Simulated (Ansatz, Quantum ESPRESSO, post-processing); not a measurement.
# Al: work function by face, part 6 of 6

Wanted: work functions of Al face by face, under two functionals.

Quantum ESPRESSO 7.5; plane-wave DFT, PBE, GBRV ultrasoft pseudopotentials; geometry and cross-check by Ansatz 0.2.0 with PAW datasets.

So far. Step 11 (Electrostatic potential of (100)): On (100) the work function under LDA lies +0.15 eV from PBE's. Step 12 (Geometry from Ansatz of (110)): The relaxation lowers the energy by 6 meV an atom. Held were the atoms numbered 3, 4 and 5; the forces quoted are those on the free ones.

**15. SCF with pw.x of (110), LDA**

Level of this step: plane-wave DFT, LDA, GBRV ultrasoft pseudopotentials (Quantum ESPRESSO 7.5).

Input file 110.lda.in:

```
&control
  prefix = '110.lda'
  outdir = './out'
  pseudo_dir = './pseudo'
  calculation = 'scf'
  tprnfor = .true.
/
&system
  ibrav = 0
  nat = 7
  ntyp = 1
  ecutwfc = 40
  ecutrho = 200
  occupations = 'smearing'
  smearing = 'mv'
  degauss = 0.02
/
&electrons
  conv_thr = 1e-07
  mixing_beta = 0.4
  electron_maxstep = 120
  mixing_mode = 'local-TF'
/
ATOMIC_SPECIES
  Al  26.9815  al_lda_v1.uspp.F.UPF
CELL_PARAMETERS angstrom
  4.05000000000000 0.00000000000000 0.00000000000000
  0.00000000000000 2.86378246380000 0.00000000000000
  0.00000000000000 0.00000000000000 24.59134739140000
ATOMIC_POSITIONS crystal
  Al  0.000000000000 0.000000000000 0.327950523045
  Al  0.500000000000 0.500000000000 0.380461052445
  Al  0.000000000000 0.000000000000 0.441772558900
  Al  0.500000000000 0.500000000000 0.500000000000
  Al  0.000000000000 0.000000000000 0.558227441100
  Al  0.500000000000 0.500000000000 0.619538946505
  Al  0.000000000000 0.000000000000 0.672049477544
K_POINTS automatic
  8 10 1 0 0 0
```

The run is started by

```sh
$ OMP_NUM_THREADS=1 mpirun -n 2 pw.x -nk 2 -in 110.lda.in > 110.lda.out
```

Log:

```text
[banner, memory and clock lines left out]
Program PWSCF v.7.5 starts
[...]
Message from routine setup:
[...]
number of electrons       =        21.00
     number of Kohn-Sham states=           15
     kinetic-energy cutoff     =      40.0000  Ry
     charge density cutoff     =     200.0000  Ry
[...]
number of k points=    30  Marzari-Vanderbilt smearing, width (Ry)=  0.0200
[...]
Dense  grid:    91823 G-vectors     FFT dimensions: (  36,  25, 216)
[...]
negative rho (up, down):  2.360E-04 0.000E+00
     Starting wfcs are   28 randomized atomic wfcs
[...]
negative rho (up, down):  6.557E-06 0.000E+00
[...]
estimated scf accuracy    <       0.53245469 Ry
[...]
negative rho (up, down):  1.227E-03 0.000E+00
[...]
estimated scf accuracy    <       0.33356858 Ry
[...]
estimated scf accuracy    <       0.02935121 Ry
[...]
negative rho (up, down):  6.587E-05 0.000E+00
[...]
estimated scf accuracy    <       0.02656015 Ry
[...]
negative rho (up, down):  2.504E-04 0.000E+00
[...]
estimated scf accuracy    <       0.02615482 Ry
[...]
estimated scf accuracy    <       0.00910348 Ry
[...]
negative rho (up, down):  2.928E-03 0.000E+00
[...]
estimated scf accuracy    <       0.00149893 Ry
[...]
negative rho (up, down):  7.503E-03 0.000E+00
[...]
estimated scf accuracy    <       0.00123739 Ry
[...]
negative rho (up, down):  5.587E-03 0.000E+00
[...]
estimated scf accuracy    <       0.00063976 Ry
[...]
negative rho (up, down):  7.060E-04 0.000E+00
[...]
estimated scf accuracy    <       0.00007179 Ry
[...]
negative rho (up, down):  3.404E-04 0.000E+00
[...]
estimated scf accuracy    <       0.00001258 Ry
[...]
negative rho (up, down):  3.076E-04 0.000E+00
[...]
estimated scf accuracy    <       0.00000061 Ry
[...]
negative rho (up, down):  3.097E-04 0.000E+00
[...]
estimated scf accuracy    <       0.00000021 Ry
[...]
negative rho (up, down):  3.020E-04 0.000E+00
[...]
estimated scf accuracy    <       0.00000011 Ry
[...]
negative rho (up, down):  3.042E-04 0.000E+00
[...]
the Fermi energy is     0.6790 ev
!    total energy              =     -46.38023926 Ry
     estimated scf accuracy    <          2.5E-09 Ry
     smearing contrib. (-TS)   =      -0.00039035 Ry
     internal energy E=F+TS    =     -46.37984891 Ry
[...]
one-electron contribution =    -339.56745474 Ry
     hartree contribution      =     174.84041144 Ry
     xc contribution           =     -29.26264008 Ry
     ewald contribution        =     147.60983446 Ry
     convergence has been achieved in  15 iterations
     negative rho (up, down):  3.042E-04 0.000E+00
[...]
Total force =     0.014890     Total SCF correction =     0.000060
[...]
```

Elapsed: 40 s, on 2 MPI ranks of Arm Neoverse V2, shared host; peak memory 0.33 GiB; 81 s of CPU time.

Read from the output:

- free energy: -631.0353 eV
- Fermi energy: 0.679 eV

**16. Electrostatic potential of (110)**

Input file 110.lda.pot.in:

```
&inputpp
  prefix = '110.lda'
  outdir = './out'
  filplot = '110.lda.pot.dat'
  plot_num = 11
/
```

The run is started by

```sh
$ OMP_NUM_THREADS=1 mpirun -n 2 pp.x -in 110.lda.pot.in > 110.lda.pot.out
```

It took 0.79 s on 2 MPI ranks; peak memory 0.11 GiB; 1.4 s of CPU time.

Numbers from this step:

* work function of the upper face: 4.201 eV
* slope of the potential above: 1.79e-4 eV/Å
* upper vacuum line continued to the top atoms, over the Fermi level: 4.200 eV
* work function of the lower face: 4.201 eV
* slope of the potential below: -1.21e-4 eV/Å
* lower vacuum line continued to the bottom atoms, over the Fermi level: 4.201 eV

On (110) the work function under LDA lies +0.17 eV from PBE's.

**17. The series side by side**

All levels:

```tsv
level	work function (eV)	Ansatz, PBE (eV)	CPU time (s)
(111), PBE	4.103	4.115	36.3
(111), LDA	4.274	-	35.21
(100), PBE	4.223	4.238	36.58
(100), LDA	4.377	-	34.15
(110), PBE	4.028	4.043	76.62
(110), LDA	4.201	-	80.58
```

**18. The arithmetic**

For (111) under PBE, on the run's own zero: φ = 5.566 − (1.463) = 4.103 eV.

**19. What came out**

| Item | Value |
| --- | --- |
| work function of (111), PBE | 4.10 eV |
| work function of (111), LDA | 4.27 eV |
| work function of (100), PBE | 4.22 eV |
| work function of (100), LDA | 4.38 eV |
| work function of (110), PBE | 4.03 eV |
| work function of (110), LDA | 4.20 eV |

Under PBE the work functions are 4.22 eV on (100), 4.10 eV on (111) and 4.03 eV on (110). In order of packing, from 7.10 to 11.60 Å² an atom, the faces are (111), (100) and (110). The work function doesn't follow that order throughout, so smoothing alone doesn't explain it; the states near the Fermi level, surface states and relaxation differ from face to face. LDA lies +0.15 to +0.17 eV from PBE on the same atoms, nearly a rigid shift. The top two spacings change by +0.9 and -0.4 % on (111), +1.5 and +3.3 % on (100) and -9.8 and +5.3 % on (110). Electron diffraction gives +1.7 ± 0.3 % on (111) and −8.4 % on (110), as quoted in arxiv:0801.1077 (2008). Ansatz, with Fermi-Dirac smearing and its own datasets, agrees within 0.02 eV under PBE. The slabs are thin and unreconstructed, at the tabulated lattice constant; thickness and mesh leave some 0.05 to 0.1 eV open.

Computed beside measured:

| quantity | measured | PBE | LDA |
| --- | --- | --- | --- |
| work function of (111) (eV) | 4.32 | 4.10 (-0.22 eV) | 4.27 (-0.05 eV) |
| work function of (100) (eV) | 4.32 | 4.22 (-0.10 eV) | 4.38 (+0.06 eV) |
| work function of (110) (eV) | 4.23 | 4.03 (-0.20 eV) | 4.20 (-0.03 eV) |

Measured values from arxiv:1702.08515 (2017).

**Verdict.** The grades are ours: good and fair within 3 and 7 % for the work function of (111), 3 and 7 % for the work function of (100) and 3 and 7 % for the work function of (110). Other measurements of the same face can differ from the value quoted by 0.1 to 0.2 eV.

[Logs are printed without paths, hosts, clocks, repeated set-up lines and the standing remarks that a program may print on its own settings, such as how far it seeks lower states.]

[Hosts, paths, dates, database ids (printed as entryN), source tags and the programs' standing remarks are cut or masked in the printed files.]

[Maps of the electrostatic potential energy from Ansatz leave out the sawtooth potential of an applied field or a dipole correction, so their vacuum need not be flat; planar profiles and work functions include it.]
